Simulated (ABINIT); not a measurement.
# BaLiF3 (Pm-3m): G0W0 in ABINIT against the plane-wave cutoff, part 2 of 2

Aim: move the plane-wave cutoff of a G0W0 run on BaLiF3 (Pm-3m) over a wide range.

ABINIT 10.8.3; LDA and many-body steps on it, plane waves. Known limits of the many-body steps: not at the basis limit; no spin-orbit coupling; coarse k mesh.

So far. Step 5 (Empty states on the mesh, 2×2×2 mesh, 47 bands): On this mesh the gap is 6.551 eV. Step 6 (Screening, 2×2×2 mesh, 43 bands, screening to 106.1 eV): Local fields lower ε∞ by 7 %. On a Γ-centred mesh this coarse the value itself is usually too large, while a short band sum pulls it down.

## (8) Screening, 2×2×2 mesh, 43 bands, screening to 106.1 eV

This step: RPA screening on LDA, plane waves, norm-conserving pseudopotentials.

Contents of run.abi:

```
acell 3*1.0 Angstrom
rprim 
  3.988581640000 0.000000000000 0.000000000000
  0.000000000000 3.988581640000 0.000000000000
  0.000000000000 0.000000000000 3.988581640000
ntypat 3
znucl 56 3 9
natom 5
typat 1 2 3 3 3
xred 
  0.000000000000 0.000000000000 0.000000000000
  0.500000000000 0.500000000000 0.500000000000
  0.000000000000 0.500000000000 0.500000000000
  0.500000000000 0.500000000000 0.000000000000
  0.500000000000 0.000000000000 0.500000000000
pp_dirpath "pseudos"
pseudos "Ba.upf, Li.upf, F.upf"
ecut 29
ngkpt 2 2 2
nshiftk 1
shiftk 0 0 0
kptopt 1
chksymbreak 0
istwfk *1
occopt 1
irdwfk 1
optdriver 3
nband 43
ecuteps 3.9
inclvkb 2
awtr 1
symchi 1
indata_prefix "in"
outdata_prefix "out"
tmpdata_prefix "tmp"
```

On the command line:

```bash
$ OMP_NUM_THREADS=1 mpirun -n 4 abinit run.abi > log
```

Numbers of over 12 decimals in the logs are rounded to 6 here.

The program printed:

```text
.Version 10.8.3 of ABINIT. v10.8.2 released Aug 2026.

 Symmetries : space group Pm -3 m (#221); Bravais cP (primitive cubic)
[... echo of the input left out ...]
== DATASET  1 ==================================================================
-   mpi_nproc: 4, omp_nthreads: 1 (-1 if OMP is not activated)

--- !DatasetInfo
iteration_state: {dtset: 1, }
dimensions: {natom: 5, nkpt: 4, mband: 43, nsppol: 1, nspinor: 1, nspden: 1, mpw: 3218, }
cutoff_energies: {ecut:  29.0, pawecutdg:  -1.0, }
electrons: {nelect:   3.40000000E+01, charge:   0.00000000E+00, occopt:   1.00000000E+00, tsmear:   1.00000000E-02, }

 SCREENING: Calculation of the susceptibility and dielectric matrices

 Based on a program developped by R.W. Godby, V. Olevano, G. Onida, and L. Reining.
 Incorporated in ABINIT by V. Olevano, G.-M. Rignanese, and M. Torrent.
.Using double precision arithmetic ; gwpc =  8

[... cell and pseudopotentials left out ...]
--------------------------------------------------------------------------------

 ==== K-mesh for the wavefunctions ====
 Number of points in the irreducible wedge :     4
[... list of points left out ...]
 Together with 48 symmetry operations and time-reversal symmetry
 yields     8 points in the full Brillouin Zone.

 ==== Q-mesh for the screening function ====
 Number of points in the irreducible wedge :     4
[... list of points left out ...]
 Together with 48 symmetry operations and time-reversal symmetry
 yields     8 points in the full Brillouin Zone.

 setmesh: FFT mesh size selected  =    25x   25x   25
          total number of points  =        15625

 vcoul_init : cutoff-mode = AUXILIARY_FUNCTION
 q-points for optical limit:   1
     1)      0.000010    0.000020    0.000030

- screening: taking advantage of time-reversal symmetry
- Maximum band index for partially occupied states nbvw = 17
- Remaining bands to be divided among processors   nbcw = 26
- Number of bands treated by each node ~6

 Number of electrons calculated from density =   34.0000; Expected =   34.0000
 average of density, n =  0.079401
 r_s =    1.4433
 omega_plasma =   27.1812 [eV]

 calculating chi0 at frequencies [eV] :
  1    0.000000E+00    0.000000E+00
  2    0.000000E+00    2.718123E+01

--------------------------------------------------------------------------------
  q-point number  1        q = ( 0.000000, 0.000000, 0.000000) [r.l.u.]
--------------------------------------------------------------------------------
[... chi0 elements left out ...]
 For q-point:  0.000010 0.000020 0.000030
  dielectric constant =   2.6408
  dielectric constant without local fields =   2.8404

  Average fulfillment of the sum rule on Im[epsilon] for q-point    1 :     28.02  [%]
[... wings left out ...]
  q-point number  2        q = ( 0.500000, 0.000000, 0.000000) [r.l.u.]
--------------------------------------------------------------------------------
[... chi0 elements left out ...]
  Average fulfillment of the sum rule on Im[epsilon] for q-point    2 :     38.94  [%]

 [... 2 further q-points ...]
```

The job ended after 4.1 s (4 MPI ranks of Arm Neoverse V1, shared host; peak memory 0.41 GiB; 16 s of CPU time).

This step gave:

```
ε∞ with local fields, on this mesh, along the program's q direction : 2.641
the same without local fields                                       : 2.840
plasma frequency                                                    : 27.18 eV
plane waves in the screening matrix                                 : 171
```

## (9) 29 Ha

The self-energy is evaluated for the states that the input lists, and the levels follow from it, in one-shot runs by the linearised quasiparticle equation.

This step: G0W0 on LDA, plane waves, norm-conserving pseudopotentials.

run.abi: that of step 8 with these lines changed.

```diff
@@ -26,8 +26,15 @@
 irdwfk 1
-optdriver 3
+optdriver 4
 nband 43
+gwcalctyp 0
+ecutsigx 29
+symsigma 1
+nkptgw 1
+kptgw 
+  0.0000000000 0.0000000000 0.0000000000
+bdgw 
+  15 19
 ecuteps 3.9
-inclvkb 2
-awtr 1
-symchi 1
+irdscr 1
+ppmodel 1
 indata_prefix "in"
```

The program printed:

```text
.Version 10.8.3 of ABINIT. v10.8.2 released Aug 2026.

 Symmetries : space group Pm -3 m (#221); Bravais cP (primitive cubic)
[... echo of the input left out ...]
== DATASET  1 ==================================================================
-   mpi_nproc: 4, omp_nthreads: 1 (-1 if OMP is not activated)

--- !DatasetInfo
iteration_state: {dtset: 1, }
dimensions: {natom: 5, nkpt: 4, mband: 43, nsppol: 1, nspinor: 1, nspden: 1, mpw: 3218, }
cutoff_energies: {ecut:  29.0, pawecutdg:  -1.0, }
electrons: {nelect:   3.40000000E+01, charge:   0.00000000E+00, occopt:   1.00000000E+00, tsmear:   1.00000000E-02, }

 SIGMA: Calculation of the GW corrections

 Based on a program developped by R.W. Godby, V. Olevano, G. Onida, and L. Reining.
 Incorporated in ABINIT by V. Olevano, G.-M. Rignanese, and M. Torrent.
.Using double precision arithmetic ; gwpc =  8

[... cell and pseudopotentials left out ...]
--------------------------------------------------------------------------------

 ==== K-mesh for the wavefunctions ====
 Number of points in the irreducible wedge :     4
[... list of points left out ...]
 Together with 48 symmetry operations and time-reversal symmetry
 yields     8 points in the full Brillouin Zone.

 ==== Q-mesh for screening function ====
 Number of points in the irreducible wedge :     4
[... list of points left out ...]
 Together with 48 symmetry operations and time-reversal symmetry
 yields     8 points in the full Brillouin Zone.

 vcoul_init : cutoff-mode = AUXILIARY_FUNCTION
 q-points for optical limit:   1
     1)      0.000010    0.000020    0.000030
 setmesh: FFT mesh size selected  =    40x   40x   40
          total number of points  =        64000

 Number of electrons calculated from density =   34.0000; Expected =   34.0000
[...]
number of q-points in IBZ                           4
 number of symmetry operations                      48
 number of k-points in BZ                            8
 number of q-points in BZ                            8
 number of frequencies for dSigma/dE                 9
 frequency step for dSigma/dE [eV]                0.25
 number of omega for Sigma on real axis              0
 max omega for Sigma on real axis  [eV]           0.00
 zcut for avoiding poles [eV]                     0.10

 EPSILON^-1 parameters (SCR file):
 dimension of the eps^-1 matrix on file            171
 dimension of the eps^-1 matrix used               171
 number of plane-waves for wavefunctions          3191
 number of bands                                    43
 number of q-points in IBZ                           4
 number of frequencies                               2
 number of real frequencies                          1
 number of imag frequencies                          1

 matrix elements of self-energy operator (all in [eV])

 Perturbative Calculation

--- !SelfEnergy_ee
iteration_state: {dtset: 1, }
kpoint     : [   0.000,    0.000,    0.000, ]
spin       : 1
KS_gap     :    6.562
QP_gap     :   10.209
Delta_QP_KS:    3.647
data: !SigmaeeData |
     Band     E0 <VxcDFT>   SigX SigC(E0)      Z dSigC/dE  Sig(E)    E-E0       E
       15   1.778 -22.483 -29.778   5.492   0.801  -0.249 -23.927  -1.444   0.334
       16   1.778 -22.483 -29.778   5.492   0.801  -0.249 -23.927  -1.444   0.334
       17   1.778 -22.483 -29.778   5.492   0.801  -0.249 -23.927  -1.444   0.334
       18   8.341 -10.220  -4.964  -2.757   0.881  -0.135  -8.017   2.202  10.543
       19   8.341 -10.220  -4.964  -2.757   0.881  -0.135  -8.017   2.202  10.543

== END DATASET(S) ==============================================================
================================================================================

 -outvars: echo values of variables after computation  --------
           etotal      0.0000000000E+00
            nband          43
             nkpt           4
          spgroup         221
 [... the other variables as echoed above ...]

 Calculation completed.
```

It took 3.2 s on 4 MPI ranks; peak memory 0.45 GiB.

Numbers from this step:

```yaml
g0w0_gap_on_the_points_computed: 10.21 eV
starting_gap_on_the_mesh: 6.562 eV
k_of_the_valence_top: 0, 0, 0
k_of_the_conduction_bottom: 0, 0, 0
z_at_the_valence_top: 0.801
z_at_the_conduction_bottom: 0.881
least_direct_g0w0_gap_on_the_computed_points: 10.21 eV
```

The gap on the mesh goes from 6.56 eV to 10.21 eV, a correction of +3.65 eV.

## (10) Screening, 2×2×2 mesh, 43 bands, screening to 106.1 eV

This step: RPA screening on LDA, plane waves, norm-conserving pseudopotentials.

run.abi: that of step 9 with these lines changed.

```diff
@@ -17,3 +17,3 @@
 pseudos "Ba.upf, Li.upf, F.upf"
-ecut 29
+ecut 36
 ngkpt 2 2 2
@@ -26,15 +26,8 @@
 irdwfk 1
-optdriver 4
+optdriver 3
 nband 43
-gwcalctyp 0
-ecutsigx 29
-symsigma 1
-nkptgw 1
-kptgw 
-  0.0000000000 0.0000000000 0.0000000000
-bdgw 
-  15 19
 ecuteps 3.9
-irdscr 1
-ppmodel 1
+inclvkb 2
+awtr 1
+symchi 1
 indata_prefix "in"
```

The program printed:

```text
.Version 10.8.3 of ABINIT. v10.8.2 released Aug 2026.

 Symmetries : space group Pm -3 m (#221); Bravais cP (primitive cubic)
[... echo of the input left out ...]
== DATASET  1 ==================================================================
-   mpi_nproc: 4, omp_nthreads: 1 (-1 if OMP is not activated)

--- !DatasetInfo
iteration_state: {dtset: 1, }
dimensions: {natom: 5, nkpt: 4, mband: 43, nsppol: 1, nspinor: 1, nspden: 1, mpw: 4468, }
cutoff_energies: {ecut:  36.0, pawecutdg:  -1.0, }
[...]
--------------------------------------------------------------------------------
[... chi0 elements left out ...]
 For q-point:  0.000010 0.000020 0.000030
  dielectric constant =   2.6396
  dielectric constant without local fields =   2.8390

  Average fulfillment of the sum rule on Im[epsilon] for q-point    1 :     28.00  [%]
[... wings left out ...]
  q-point number  2        q = ( 0.500000, 0.000000, 0.000000) [r.l.u.]
--------------------------------------------------------------------------------
[... chi0 elements left out ...]
  Average fulfillment of the sum rule on Im[epsilon] for q-point    2 :     38.94  [%]

 [... 2 further q-points ...]
```

Elapsed: 5.1 s, on 4 MPI ranks; peak memory 0.47 GiB; 20 s of CPU time.

This step gave:

```yaml
eps_infinity_with_local_fields_on_this_mesh_along_the_program_s_q_direction: 2.640
the_same_without_local_fields: 2.839
plasma_frequency: 27.18 eV
plane_waves_in_the_screening_matrix: 171
```

## (11) 36 Ha

This step: G0W0 on LDA, plane waves, norm-conserving pseudopotentials.

run.abi: that of step 10 with these lines changed.

```diff
@@ -26,8 +26,15 @@
 irdwfk 1
-optdriver 3
+optdriver 4
 nband 43
+gwcalctyp 0
+ecutsigx 36
+symsigma 1
+nkptgw 1
+kptgw 
+  0.0000000000 0.0000000000 0.0000000000
+bdgw 
+  15 19
 ecuteps 3.9
-inclvkb 2
-awtr 1
-symchi 1
+irdscr 1
+ppmodel 1
 indata_prefix "in"
```

The program printed:

```text
.Version 10.8.3 of ABINIT. v10.8.2 released Aug 2026.

 Symmetries : space group Pm -3 m (#221); Bravais cP (primitive cubic)
[... echo of the input left out ...]
== DATASET  1 ==================================================================
-   mpi_nproc: 4, omp_nthreads: 1 (-1 if OMP is not activated)

--- !DatasetInfo
iteration_state: {dtset: 1, }
dimensions: {natom: 5, nkpt: 4, mband: 43, nsppol: 1, nspinor: 1, nspden: 1, mpw: 4468, }
cutoff_energies: {ecut:  36.0, pawecutdg:  -1.0, }
[...]
17   1.789 -22.500 -29.824   5.502   0.801  -0.249 -23.958  -1.459   0.331
       18   8.340 -10.222  -4.967  -2.756   0.881  -0.135  -8.020   2.202  10.542
       19   8.340 -10.222  -4.967  -2.756   0.881  -0.135  -8.020   2.202  10.542

== END DATASET(S) ==============================================================
================================================================================

 -outvars: echo values of variables after computation  --------
           etotal      0.0000000000E+00
            nband          43
             nkpt           4
          spgroup         221
 [... the other variables as echoed above ...]

 Calculation completed.
```

It took 3.6 s on 4 MPI ranks; peak memory 0.6 GiB.

Numbers from this step:

```yaml
g0w0_gap_on_the_points_computed: 10.21 eV
starting_gap_on_the_mesh: 6.550 eV
k_of_the_valence_top: 0, 0, 0
k_of_the_conduction_bottom: 0, 0, 0
least_direct_g0w0_gap_on_the_computed_points: 10.21 eV
```

Against the run before, the gap moves by +0.002 eV.

## (12) Screening, 2×2×2 mesh, 43 bands, screening to 106.1 eV

This step: RPA screening on LDA, plane waves, norm-conserving pseudopotentials.

run.abi: that of step 11 with these lines changed.

```diff
@@ -17,3 +17,3 @@
 pseudos "Ba.upf, Li.upf, F.upf"
-ecut 36
+ecut 45
 ngkpt 2 2 2
@@ -26,15 +26,8 @@
 irdwfk 1
-optdriver 4
+optdriver 3
 nband 43
-gwcalctyp 0
-ecutsigx 36
-symsigma 1
-nkptgw 1
-kptgw 
-  0.0000000000 0.0000000000 0.0000000000
-bdgw 
-  15 19
 ecuteps 3.9
-irdscr 1
-ppmodel 1
+inclvkb 2
+awtr 1
+symchi 1
 indata_prefix "in"
```

The program printed:

```text
.Version 10.8.3 of ABINIT. v10.8.2 released Aug 2026.

 Symmetries : space group Pm -3 m (#221); Bravais cP (primitive cubic)
[... echo of the input left out ...]
== DATASET  1 ==================================================================
-   mpi_nproc: 4, omp_nthreads: 1 (-1 if OMP is not activated)

--- !DatasetInfo
iteration_state: {dtset: 1, }
dimensions: {natom: 5, nkpt: 4, mband: 43, nsppol: 1, nspinor: 1, nspden: 1, mpw: 6216, }
cutoff_energies: {ecut:  45.0, pawecutdg:  -1.0, }
[...]
--------------------------------------------------------------------------------
[... chi0 elements left out ...]
 For q-point:  0.000010 0.000020 0.000030
  dielectric constant =   2.6397
  dielectric constant without local fields =   2.8391

  Average fulfillment of the sum rule on Im[epsilon] for q-point    1 :     28.00  [%]
[... wings left out ...]
  q-point number  2        q = ( 0.500000, 0.000000, 0.000000) [r.l.u.]
--------------------------------------------------------------------------------
[... chi0 elements left out ...]
  Average fulfillment of the sum rule on Im[epsilon] for q-point    2 :     38.94  [%]

 [... 2 further q-points ...]
```

Wall time 5.7 s (4 MPI ranks); peak memory 0.57 GiB.

This step gave:

```
ε∞ with local fields, on this mesh, along the program's q direction : 2.640
the same without local fields                                       : 2.839
plasma frequency                                                    : 27.18 eV
plane waves in the screening matrix                                 : 171
```

## (13) 45 Ha

This step: G0W0 on LDA, plane waves, norm-conserving pseudopotentials.

run.abi: that of step 12 with these lines changed.

```diff
@@ -26,8 +26,15 @@
 irdwfk 1
-optdriver 3
+optdriver 4
 nband 43
+gwcalctyp 0
+ecutsigx 45
+symsigma 1
+nkptgw 1
+kptgw 
+  0.0000000000 0.0000000000 0.0000000000
+bdgw 
+  15 19
 ecuteps 3.9
-inclvkb 2
-awtr 1
-symchi 1
+irdscr 1
+ppmodel 1
 indata_prefix "in"
```

The program printed:

```text
.Version 10.8.3 of ABINIT. v10.8.2 released Aug 2026.

 Symmetries : space group Pm -3 m (#221); Bravais cP (primitive cubic)
[... echo of the input left out ...]
== DATASET  1 ==================================================================
-   mpi_nproc: 4, omp_nthreads: 1 (-1 if OMP is not activated)

--- !DatasetInfo
iteration_state: {dtset: 1, }
dimensions: {natom: 5, nkpt: 4, mband: 43, nsppol: 1, nspinor: 1, nspden: 1, mpw: 6216, }
cutoff_energies: {ecut:  45.0, pawecutdg:  -1.0, }
[...]
17   1.789 -22.500 -29.833   5.503   0.801  -0.249 -23.965  -1.464   0.325
       18   8.340 -10.222  -4.967  -2.756   0.881  -0.135  -8.020   2.202  10.542
       19   8.340 -10.222  -4.967  -2.756   0.881  -0.135  -8.020   2.202  10.542

== END DATASET(S) ==============================================================
================================================================================

 -outvars: echo values of variables after computation  --------
           etotal      0.0000000000E+00
            nband          43
             nkpt           4
          spgroup         221
 [... the other variables as echoed above ...]

 Calculation completed.
```

Run time: 3.8 s. Hardware: 4 MPI ranks; peak memory 0.55 GiB.

This step gave:

| Property | Result |
| --- | --- |
| G0W0 gap on the points computed | 10.22 eV |
| starting gap on the mesh | 6.551 eV |
| k of the valence top | 0, 0, 0 |
| k of the conduction bottom | 0, 0, 0 |
| least direct G0W0 gap on the computed points | 10.22 eV |

Against the run before, the gap moves by +0.006 eV.

## (14) The runs together

Times are wall times on 4 MPI ranks of Arm Neoverse V1, shared host, good to a factor of about two. A run's time includes the screening step that it read.

```
  run   mesh  bands  screening cutoff (eV)  DFT gap (eV)  gap on the mesh (eV)  direct (eV)  ε∞ used   time
22 Ha  2×2×2     43                  106.1         6.591                10.187       10.187     2.66    7 s
29 Ha  2×2×2     43                  106.1         6.562                10.209       10.209     2.64  7.3 s
36 Ha  2×2×2     43                  106.1         6.550                10.211       10.211     2.64  8.7 s
45 Ha  2×2×2     43                  106.1         6.551                10.217       10.217     2.64  9.5 s
```

## (15) What came out

```yaml
22_ha: 10.187 eV
29_ha: 10.209 eV
36_ha: 10.211 eV
45_ha: 10.217 eV
known_limits: not at the basis limit; no spin-orbit coupling; coarse k mesh
```

**Reading.** The setting moved: plane-wave cutoff. From 22 Ha to 45 Ha the gap moves by +0.03 eV. It holds to 0.03 eV from 22 Ha on. Bands and screening cutoff are coupled, so a series along one setting does not show full convergence. Bands and cutoff are finite, so the gap is not at the basis limit. The miss can reach some tenths of an eV and take either sign; the mesh is an error of its own. In the first G0W0 run levels were corrected at 1 k point alone, so a gap called «on the mesh» is the least over those, and an edge elsewhere would be missed. The 2×2×2 mesh is coarse for this cell, which bears on the long-range parts of exchange and screening. This is the ideal cubic cell; many perovskites, halides above all, are cubic only on average, and local tilts or off-centring can widen the gap. The many-body steps are scalar-relativistic: spin-orbit coupling is not in them.

[Paths, hosts, dates, memory and timing lines, banners, echoed tables and standing remarks are left out of the program output.]

[Logs are printed without paths, hosts, clocks, repeated set-up lines and the standing remarks that a program may print on its own settings, such as how far it seeks lower states.]

[Runs of the session that timed out or met a known fault of the program may be left out.]

[No measured gap is set beside runs whose start may be inverted or whose files or cutoffs have a known fault.]

[Hosts, paths, dates, database ids (printed as entryN), source tags and the programs' standing remarks are cut or masked in the printed files.]

[G0W0 gaps are taken among the corrected bands and points alone; a level outside them can change the order at an edge.]

[Where Ansatz stands beside ABINIT at settings called matched, ABINIT's density can come from a denser mesh and the files from another edition; pairs whose starting gaps differed by over 0.03 eV were left out, so agreement reads better than it is.]
